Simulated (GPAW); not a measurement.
# A GW chain in GPAW: Ba2NF (R-3m)

Aim: the G0W0 gap of Ba2NF (R-3m) on LDA, step by step.

Calculated with GPAW 26.7.0; LDA and many-body steps on it, plane waves.

## 1. Starting point

Symmetry: R-3m, No. 166, trigonal system. Conventional cell: a = 4.022 Å, b = 4.022 Å, c = 20.025 Å, α = 90.00°, β = 90.00°, γ = 120.00°. Ba has 3 N at 2.77 Å and 3 F at 2.95 Å nearest. Nearest to N lie 6 Ba at 2.77 Å. Nearest to F lie 6 Ba at 2.95 Å. Farther neighbours and most contacts between anions are not listed.

The cell and positions are those that the Materials Project relaxed with its own functionals (PBE, PBE+U or r2SCAN), kept fixed. Spin-orbit coupling is left out unless a step names it.

## 2. Ground state

This step: GPAW 26.7.0; DFT, LDA, plane waves, PAW.

The ground-state density comes first.

The input, run.py:

```python
import json
import numpy as np
from gpaw.mpi import world
from ase import Atoms
from gpaw import GPAW, PW, FermiDirac

atoms = Atoms(['Ba', 'Ba', 'N', 'F'],
    cell=[[2.0108224243, 1.1609488680, 6.6751031400],
      [-2.0108224243, 1.1609488680, 6.6751031400],
      [0.0000000000, -2.3218977359, 6.6751031400]],
    scaled_positions=[[0.7576400200, 0.7576400200, 0.7576400200],
      [0.2423599800, 0.2423599800, 0.2423599800],
      [0.5000000000, 0.5000000000, 0.5000000000],
      [0.0000000000, 0.0000000000, 0.0000000000]],
    pbc=(True, True, True))
calc = GPAW(mode=PW(600),
    xc='LDA',
    kpts={'size': (8, 8, 8), 'gamma': True},
    occupations=FermiDirac(0.001),
    nbands=-8,
    convergence={'density': 1e-6, 'bands': -3},
    maxiter=100,
    txt='gs.txt')
atoms.calc = calc
res = {'energy': atoms.get_potential_energy()}
kpts = calc.get_ibz_k_points()
res['kpts'] = kpts
res['eigenvalues'] = [calc.get_eigenvalues(kpt=k) for k in range(len(kpts))]
res['n_electrons'] = calc.get_number_of_electrons()
calc.write('gs.gpw')

if world.rank == 0:
    with open('result.json', 'w') as f:
        json.dump(res, f, default=lambda x: x.tolist())
```

Launch:

```
$ mpirun -n 4 gpaw python run.py
```

Numbers of over 12 decimals in the logs are rounded to 6 here.

The log of the run:

```text
__  _  _
 | _ |_)|_||  |
 |__||  | ||/\| - 26.7.0

Input parameters:
  mode=PW(ecut=600.0),
  convergence={'density': 1e-06, 'bands': -3},
  kpts=MonkhorstPack(size=(8, 8, 8), gamma=True),
  maxiter=100,
  nbands=-8,
  occupations=Occupations(name='fermi-dirac', width=0.001, fixmagmom=False),
  xc=XC(name='LDA')
  [... matrices ...]
Diagonalizing LCAO Hamiltonian
Converting LCAO to pw mode

       Ba

       N

       Ba

       F

Atoms  # Å, Bohr magnetons
|   | symbol |        x |        y |         z |    initial magnetic moments |
| 0 |     Ba | 0.000000 | 0.000000 | 15.171976 | ( 0.0000,  0.0000,  0.0000) |
| 1 |     Ba | 0.000000 | 0.000000 |  4.853334 | ( 0.0000,  0.0000,  0.0000) |
| 2 |      N | 0.000000 | 0.000000 | 10.012655 | ( 0.0000,  0.0000,  0.0000) |
| 3 |      F | 0.000000 | 0.000000 |  0.000000 | ( 0.0000,  0.0000,  0.0000) |

Unit cell  # Å
| periodic |         x |         y |        z |  lengths |    angles |
|      yes |  2.010822 |  1.160949 | 6.675103 | 7.067405 | 33.060392 |
|      yes | -2.010822 |  1.160949 | 6.675103 | 7.067405 | 33.060392 |
|      yes |  0.000000 | -2.321898 | 6.675103 | 7.067405 | 33.060392 |

Number of symmetries: 12
Symmetry operations  # r_c * U_cc + t_c -> r_c
|    | kind |            matrix            |
|  0 |  E   |  1, 0, 0,  0, 1, 0,  0, 0, 1 |
|  1 |  σ   |  1, 0, 0,  0, 0, 1,  0, 1, 0 |
|  2 |  σ   |  0, 1, 0,  1, 0, 0,  0, 0, 1 |
|  3 |  C3  |  0, 1, 0,  0, 0, 1,  1, 0, 0 |
|  4 |  C3  |  0, 0, 1,  1, 0, 0,  0, 1, 0 |
|  5 |  σ   |  0, 0, 1,  0, 1, 0,  1, 0, 0 |
|  6 |  C2  |  0, 0,-1,  0,-1, 0, -1, 0, 0 |
|  7 |  S6  |  0, 0,-1, -1, 0, 0,  0,-1, 0 |
|  8 |  S6  |  0,-1, 0,  0, 0,-1, -1, 0, 0 |
|  9 |  C2  |  0,-1, 0, -1, 0, 0,  0, 0,-1 |
| 10 |  C2  | -1, 0, 0,  0, 0,-1,  0,-1, 0 |
| 11 |  i   | -1, 0, 0,  0,-1, 0,  0, 0,-1 |

BZ-sampling:
  Number of BZ points: 512
  Number of IBZ points: 65

  Monkhorst-Pack size: [8, 8, 8]
  Monkhorst-Pack shift: [0.0625, 0.0625, 0.0625]

K-points  # in reciprocal-cell coordinates
|     |                                coordinates |     weight |
|   0 | (  0.00000000,   0.00000000,   0.00000000) | 0.00195312 |
|   1 | (  0.12500000,   0.00000000,  -0.12500000) | 0.01171875 |
|   2 | (  0.12500000,   0.00000000,   0.00000000) | 0.01171875 |
|   3 | (  0.12500000,   0.12500000,  -0.12500000) | 0.01171875 |
|   4 | (  0.12500000,   0.12500000,   0.00000000) | 0.01171875 |
|   5 | (  0.12500000,   0.12500000,   0.12500000) | 0.00390625 |
|   6 | (  0.25000000,  -0.12500000,  -0.12500000) | 0.01171875 |
|   7 | (  0.25000000,   0.00000000,  -0.25000000) | 0.01171875 |
|   8 | (  0.25000000,   0.00000000,  -0.12500000) | 0.02343750 |
|   9 | (  0.25000000,   0.00000000,   0.00000000) | 0.01171875 |
| ... |                                            |            |
|  64 | (  0.50000000,   0.50000000,   0.50000000) | 0.00195312 |

Plane wave coefficients: 3138
Cutoff: 600.0 eV

Spin-components: 1 (collinear spins)
Bands:           24
Projectors:      22
Spin-degeneracy: 2
Datatype:        complex128

  Storage: CPU
  Wave functions: 76_752_000 bytes (19_188_000 per core)
  Projectors: 92_742_000 bytes (23_185_500 per core)
  [... matrices ...]
Parallelization:
  kpt:    4
  domain: 1
  band:   1

Density:
  Valence electrons: 32.0
  Components: 1
  Grid points: [40 40 40]
  Charge: 0.0  # |e|

Potential:
  Grid points: [40 40 40]

species:
  Ba:
    name:    Barium
    Z:       56.0
    valence: 10
    core:    46
    charge:  0.0  # [|e|]
    compensation charges:
      type: gauss
      rc: 0.37  # [Å]
      lmax: 2
    cutoffs:
      filter: 2.06  # [Å]
      core: 2.33  # [Å]
    projectors
    | kind |    occ | energy [eV] | rcut [Å] |
    |   5s |  2.000 |     -33.774 |    1.164 |
    |   6s |  2.000 |      -3.346 |    1.164 |
    |   5p |  6.000 |     -18.813 |    1.164 |
    |    p |        |       0.000 |    1.164 |
    |    d |        |       0.000 |    1.164 |
    |    d |        |      27.211 |    1.164 |

    Using partial waves for Ba as LCAO basis

  N:
    name:    Nitrogen
    Z:       7.0
    valence: 5
    core:    2
    charge:  0.0  # [|e|]
    compensation charges:
      type: gauss
      rc: 0.18  # [Å]
      lmax: 2
    cutoffs:
      filter: 1.11  # [Å]
      core: 0.96  # [Å]
    projectors
    | kind |    occ | energy [eV] | rcut [Å] |
    |   2s |  2.000 |     -18.420 |    0.603 |
    |   2p |  3.000 |      -7.237 |    0.529 |
    |    s |        |       8.791 |    0.603 |
    |    p |        |      19.974 |    0.529 |
    |    d |        |       0.000 |    0.577 |

    Using partial waves for N as LCAO basis

  F:
    name:    Fluorine
    Z:       9.0
    valence: 7
    core:    2
    charge:  0.0  # [|e|]
    compensation charges:
      type: gauss
      rc: 0.20  # [Å]
      lmax: 2
    cutoffs:
      filter: 1.14  # [Å]
      core: 0.74  # [Å]
    projectors
    | kind |    occ | energy [eV] | rcut [Å] |
    |   2s |  2.000 |     -29.647 |    0.635 |
    |   2p |  5.000 |     -11.293 |    0.635 |
    |    s |        |      -2.435 |    0.635 |
    |    p |        |      15.918 |    0.635 |
    |    d |        |       0.000 |    0.635 |

    Using partial waves for F as LCAO basis

Reference energy: -446385.380341  # eV

eigensolver:
  PPCG
  Converge bands: -3
  niter=2

density mixing:
  MSR1-Mixer
  Pratt-step length: 0.05
  Maximum mixing coefficient: 0.75
  Old densities: 10
  SVD Regularization: 0.005
  Good broyden scale: 1.0
  Trust region scale: 1.0
  Backstep threshold: 4.0
  History deletion threshold: 6.0
  Fourier metric: weight=20.0, sigma=0.015

occupation numbers:
  Fermi-Dirac:
    width: 0.0010  # eV

poisson solver:
  ecut: 4800.0  # eV

xc functional:
  name: None

Initialization done in: 1.912 s

convergence criteria:
- Maximum integral of absolute [dens]ity change: 1e-06 electrons / valence electron
- Maximum [total energy] change in last 3 cyles: 0.0005 eV / valence electron
- Maximum integral of absolute [eigenst]ate change: 4e-08 eV^2 / valence electron
maximum number of iterations: 100

SCF iterations
|iter     |     time |      energy | eigst |  dens |
|iter:   1|  |  -27.057538 | +1.46 |       |
|iter:   2|  |  -25.599672 | +0.52 | -0.90 |
|iter:   3|  |  -23.061646 | -0.24 | -0.96 |
|iter:   4|  |  -22.931312 | -1.12 | -1.33 |
|iter:   5|  |  -22.889821 | -1.90 | -1.52 |
|iter:   6|  |  -22.879482 | -2.66 | -2.02 |
|iter:   7|  |  -22.879328c| -3.55 | -2.53 |
|iter:   8|  |  -22.879219c| -4.17 | -2.86 |
|iter:   9|  |  -22.879213c| -5.41 | -3.58 |
|iter:  10|  |  -22.879213c| -6.22 | -4.35 |
|iter:  11|  |  -22.879213c| -6.80 | -4.95 |
|iter:  12|  |  -22.879213c| -7.34 | -5.38 |
|iter:  13|  |  -22.879213c| -7.92c| -6.09c|

Converged in 13 steps
SCF loop duration: 41.539 s (3.195 s/step)
Energy contributions relative to reference atoms: (reference = -446385.380341)
  [... matrices ...]
Energy contributions:
  Kinetic:          15.329796
  Coulomb:         -10.796819
  Zero:              0.103889
  External:          0.000000
  Xc:              -27.516078
  Entropy:          -0.000000
  Spinorbit:         0.000000
  ----------------------------
  Free energy:     -22.879213
  Extrapolated:    -22.879213

dipole moment: (0.000000, -0.000000, -59.725557)  # |e|*Ang

Fermi level: 7.459
Eigenvalues  # (at kpt = [0.000, 0.000, 0.000])
| band index |      eig [eV] | occ [0-2] |
|          0 |       -19.921 |     2.000 |
|        ... |               |           |
|          8 |        -4.523 |     2.000 |
|          9 |        -2.606 |     2.000 |
|         10 |         1.743 |     2.000 |
|         11 |         1.857 |     2.000 |
|         12 |         1.857 |     2.000 |
|         13 |         5.891 |     2.000 |
|         14 |         6.630 |     2.000 |
|         15 |         6.630 |     2.000 |
|         16 |         8.496 |     0.000 |
|         17 |        10.354 |     0.000 |
|         18 |        10.478 |     0.000 |
|         19 |        10.478 |     0.000 |
|         20 |        10.996 |     0.000 |
|         21 |        12.530 |     0.000 |
|         22 |        12.612 |     0.000 |
|         23 |        12.881 |     0.000 |

Gap: 0.910 eV
Transition (v -> c):
  (s=0, k=60, n=15, [0.50, 0.50, 0.00]) -> (s=0, k=60, n=16, [0.50, 0.50, 0.00])
No difference between direct/indirect transitions
# Writing to gs.gpw (mode='')
  [... matrices ...]
```

Run time: 45 s. Hardware: 4 MPI ranks of Arm Neoverse V2, shared host; peak memory 1 GiB.

This step gave:

```
total energy               : -22.88 eV
gap                        : 0.9100 eV
k of the valence top       : 0.5, 0.5, 0
k of the conduction bottom : 0.5, 0.5, 0
least direct gap           : 0.9100 eV
```

The gap is direct, at (0.500, 0.500, 0.000).

## 3. Empty states on the mesh, 4×4×4 mesh, 85 bands

The sums over transitions need many empty states on a uniform mesh; this step solves for them.

The input, run.py:

```python
import json
import numpy as np
from gpaw.mpi import world
from gpaw import GPAW

calc = GPAW('gs.gpw').fixed_density(kpts={'size': (4, 4, 4), 'gamma': True},
    nbands=99,
    convergence={'bands': 85},
    txt='nscf.txt')
calc.write('full.gpw', mode='all')
res = {}
kpts = calc.get_ibz_k_points()
res['kpts'] = kpts
res['eigenvalues'] = [calc.get_eigenvalues(kpt=k) for k in range(len(kpts))]
res['n_electrons'] = calc.get_number_of_electrons()

if world.rank == 0:
    with open('result.json', 'w') as f:
        json.dump(res, f, default=lambda x: x.tolist())
```

Launch:

```
$ mpirun -n 4 gpaw python run.py
```

The log of the run:

```text
Diagonalizing LCAO Hamiltonian
Converting LCAO to pw mode
convergence criteria:
- Maximum integral of absolute [eigenst]ate change: 4e-08 eV^2 / valence electron
maximum number of iterations: 100

SCF iterations
|iter     |     time |      energy | eigst |  dens |
|iter:   1|  |             | +3.95 |       |
|iter:   2|  |             | +2.72 |       |
|iter:   3|  |             | +1.64 |       |
[...]
|iter:  11|  |             | -6.10 |       |
|iter:  12|  |             | -6.91 |       |
|iter:  13|  |             | -7.49c|       |
SCF steps: 13
  __  _  _
 | _ |_)|_||  |
 |__||  | ||/\| - 26.7.0

Input parameters:
  mode=PW(ecut=600.0),
  convergence={'bands': 85},
  gpts=array([40, 40, 40]),
  kpts=MonkhorstPack(size=(4, 4, 4), gamma=True),
  maxiter=100,
  nbands=99,
  occupations=Occupations(name='fermi-dirac', width=0.001, fixmagmom=False),
  parallel={},
  xc=XC(name='LDA')
# Writing to full.gpw (mode='all')
  [... matrices ...]

timing:  # [seconds]
  Total: 0.034  # ━━━━━━━━━━━━━━━━━━━━━━━━━━━━━━━━━━━━━━━━━━━━━━━━━━━━━━━━━━━
```

The job ended after 44 s (4 MPI ranks; peak memory 1.1 GiB; 2.9 min of CPU time).

Numbers from this step:

```
gap                                                           : 0.9100 eV
k of the valence top                                          : 0.5, 0.5, 0
k of the conduction bottom                                    : 0.5, 0.5, 0
least direct gap                                              : 0.9100 eV
k points computed                                             : 13
lowest point of the top converged band, above the valence top : 38.53 eV
```

On this mesh the gap is 0.910 eV.

## 4. Screening and self-energy, 4×4×4 mesh, 75 bands, screening to 50 eV

Now the one-shot GW correction: screening in the RPA, then the self-energy of the levels asked for.

This step: G0W0 on LDA, plane waves, PAW.

The input, run.py:

```python
import json
import numpy as np
from gpaw.mpi import world
from gpaw.response.g0w0 import G0W0

gw = G0W0('full.gpw',
    filename='gw',
    kpts=[0, 10],
    bands=(14, 18),
    ecut=50,
    nbands=75,
    integrate_gamma='WS',
    ppa=True)
gw.calculate()
res = {mode: {k: v for k, v in r.items() if k != 'sigma_eskwn'}
       for mode, r in gw.all_results.items()}

if world.rank == 0:
    with open('result.json', 'w') as f:
        json.dump(res, f, default=lambda x: x.tolist())
```

Launch:

```
$ mpirun -n 4 gpaw python run.py
```

The log of the run:

```text
Using integrator: PointIntegrator
FrequencyGridDescriptor(from 0.000+0.000j to 0.000+27.211j eV, 2 points)
Nonperiodic BCs:  [False False False]
Using integrator: PointIntegrator
FrequencyGridDescriptor(from 0.000+0.000j to 0.000+27.211j eV, 2 points)
Nonperiodic BCs:  [False False False]
  ___  _ _ _
 |   || | | |
 | | || | | |
 |__ ||_____|
 |___|

BZ k-points: Symmetries present (total): 12

  [... matrices ...]
64 k-points: 4 x 4 x 4 Monkhorst-Pack grid + [1/8,1/8,1/8]
13 k-points in the irreducible part of the Brillouin zone
       k-points in crystal coordinates                weights
   0:     0.00000000    0.00000000    0.00000000          1/64
   1:     0.25000000    0.00000000   -0.25000000          6/64
   2:     0.25000000    0.00000000    0.00000000          6/64
   3:     0.25000000    0.25000000   -0.25000000          6/64
   4:     0.25000000    0.25000000    0.00000000          6/64
   5:     0.25000000    0.25000000    0.25000000          2/64
   6:     0.50000000    0.00000000    0.00000000          3/64
   7:     0.50000000    0.25000000   -0.25000000          6/64
   8:     0.50000000    0.25000000    0.00000000         12/64
   9:     0.50000000    0.25000000    0.25000000          6/64
          ...
  12:     0.50000000    0.50000000    0.50000000          1/64

Distributing spins, k-points and bands (1 x 2 x 4) over 4 processes
Number of blocks: 1

Quasi particle states:
k-points (IBZ indices): [0, 10]
Band range: (14, 18)
  [... matrices ...]
Computational parameters:
Plane wave cut-off: 50 eV
Number of bands: 75
Coulomb cutoff: None
Broadening: 0.1 eV

fxc modes: GW
Kernel: RPA
Using Godby-Needs plasmon-pole approximation:
  Fitting energy: i*E0, E0 = 1.000 Hartree
Summing all q:

Calculating screened Coulomb potential
No Coulomb truncation
FrequencyGridDescriptor(from 0.000+0.000j to 0.000+27.211j eV, 2 points)
Removing empty qpoint cache files...

Calculating chi0 body with:
    Ground state adapter containing:
    Number of spins: 1
    Number of kpoints: 64
    Number of irreducible kpoints: 13
    Number of completely occupied states: 16
    Number of partially occupied states: 16
    Occupied states memory: 15.625 M / cpu

    Linear response parametrization:
    q_c: [0.0, 0.0, 0.0]
    Number of frequency points: 2
    Planewave cutoff: 50.0
    Number of bands: 75
    Number of planewaves: 73
    Broadening (eta): 1e-06
    comm.size: 4
    kncomm.size: 4
    blockcomm.size: 1

    Memory estimate of potentially large arrays:
        chi0_wGG: 0.162628 M / cpu
Integrating chi0 body.

Symmetries of q_c:
    Direct symmetries (Uq -> q): 12
    Indirect symmetries (TUq -> q): 0
In total 12 allowed symmetries.

  [... matrices ...]
13 groups of equivalent kpoints. 79.6875% reduction.

Integral kind: response function
Integrating chi0 head and wings.

Symmetries of q_c:
    Direct symmetries (Uq -> q): 12
    Indirect symmetries (TUq -> q): 0
In total 12 allowed symmetries.

  [... matrices ...]
13 groups of equivalent kpoints. 79.6875% reduction.

Integral kind: response function wings

Calculating chi0 body with:
    Ground state adapter containing:
    Number of spins: 1
    Number of kpoints: 64
    Number of irreducible kpoints: 13
    Number of completely occupied states: 16
    Number of partially occupied states: 16
    Occupied states memory: 15.625 M / cpu

    Linear response parametrization:
[... the further q-points ...]

Results:
f:      Occupation numbers
eps:     KS-eigenvalues [eV]
vxc:     KS vxc [eV]
exx:     Exact exchange [eV]
sigma:   Self-energies [eV]
dsigma:  Self-energy derivatives
Z:       Renormalization factors
qp:      QP-energies [eV]

k-point 0 (0): (0.000, 0.000, 0.000)                GW
band       f     eps     vxc     exx   sigma  dsigma       Z      qp
                                                                   GW
  14   1.000   6.630 -15.514 -18.520   3.223  -0.307   0.765   6.796
  15   1.000   6.630 -15.514 -18.520   3.223  -0.307   0.765   6.796
  16   0.000   8.496 -10.729  -6.258  -3.444  -0.199   0.834   9.353
  17   0.000  10.354 -10.994  -5.752  -3.780  -0.205   0.830  11.567

k-point 1 (10): (0.500, 0.500, 0.000)                GW
band       f     eps     vxc     exx   sigma  dsigma       Z      qp
                                                                   GW
  14   1.000   6.862 -15.983 -18.927   3.210  -0.303   0.768   7.066
  15   1.000   6.999 -16.190 -19.053   3.118  -0.298   0.770   7.195
  16   0.000   7.909  -9.720  -5.183  -3.462  -0.201   0.832   8.803
  17   0.000  10.659 -13.955  -9.245  -3.074  -0.246   0.802  11.972
```

The job ended after 1.9 min (4 MPI ranks; peak memory 2.5 GiB).

This step gave:

* G0W0 gap on the points computed: 1.608 eV
* least direct G0W0 gap on the computed points: 1.608 eV
* Z at the valence top: 0.7703
* Z at the conduction bottom: 0.8324
* starting gap on the mesh: 0.9100 eV
* k of the valence top: 0.5, 0.5, 0
* k of the conduction bottom: 0.5, 0.5, 0

The gap on the mesh goes from 0.91 eV to 1.61 eV, a correction of +0.70 eV.

Limits: finite bands, cutoff and mesh; no spin-orbit coupling. v1 is the top filled band, c1 the lowest empty one. The levels before and after the correction (eV, zero at the valence-band top of each column):

```
           conduction bottom  valence top
Kohn-Sham               0.91         0.00
     G0W0               1.61         0.00
```

```
                    level  energy (eV)
Kohn-Sham  (0.5 0.5 0) v2       -0.137
Kohn-Sham  (0.5 0.5 0) v1        0.000
Kohn-Sham  (0.5 0.5 0) c1        0.910
Kohn-Sham  (0.5 0.5 0) c2        3.660
     G0W0  (0.5 0.5 0) v2       -0.130
     G0W0  (0.5 0.5 0) v1        0.000
     G0W0  (0.5 0.5 0) c1        1.608
     G0W0  (0.5 0.5 0) c2        4.777
```

## 5. Where the time went

Times are wall times on 4 MPI ranks of Arm Neoverse V2, shared host, good to a factor of about two.

```
                     step     time  share  memory (GiB)
             ground state     45 s   22 %           1.0
 empty states on the mesh     44 s   22 %           1.1
screening and self-energy  1.9 min   56 %           2.5
```

## 6. Outcome

| Quantity | Value |
| --- | --- |
| LDA gap | 0.91 eV, direct |
| G0W0 gap on the mesh | 1.61 eV |
| GW settings | 4×4×4 mesh, 75 bands, screening to 50 eV, Godby-Needs plasmon pole |
| known limits | not at the basis limit; no spin-orbit coupling |

**Reading.** G0W0 moves the gap on the mesh from 0.91 eV to 1.61 eV (+0.70 eV), with Z of 0.77 and 0.83 at the edges. Only 2 of the mesh's irreducible points were corrected, so a valley elsewhere could overtake. The dearest step here is «screening and self-energy». Bands and cutoff are finite, so the gap is not at the basis limit. The miss can reach some tenths of an eV and take either sign; the mesh is an error of its own. These stock PAW sets were not made for GW. In the G0W0 run levels were corrected at 2 k points alone, so a gap called «on the mesh» is the least over those, and an edge elsewhere would be missed. The many-body steps are scalar-relativistic: spin-orbit coupling is not in them.

[Paths, hosts, dates, memory and timing lines, banners, echoed tables and standing remarks are left out of the program output.]

[Logs are printed without paths, hosts, clocks, repeated set-up lines and the standing remarks that a program may print on its own settings, such as how far it seeks lower states.]

[Runs of the session that timed out or met a known fault of the program may be left out.]

[Hosts, paths, dates, database ids (printed as entryN), source tags and the programs' standing remarks are cut or masked in the printed files.]
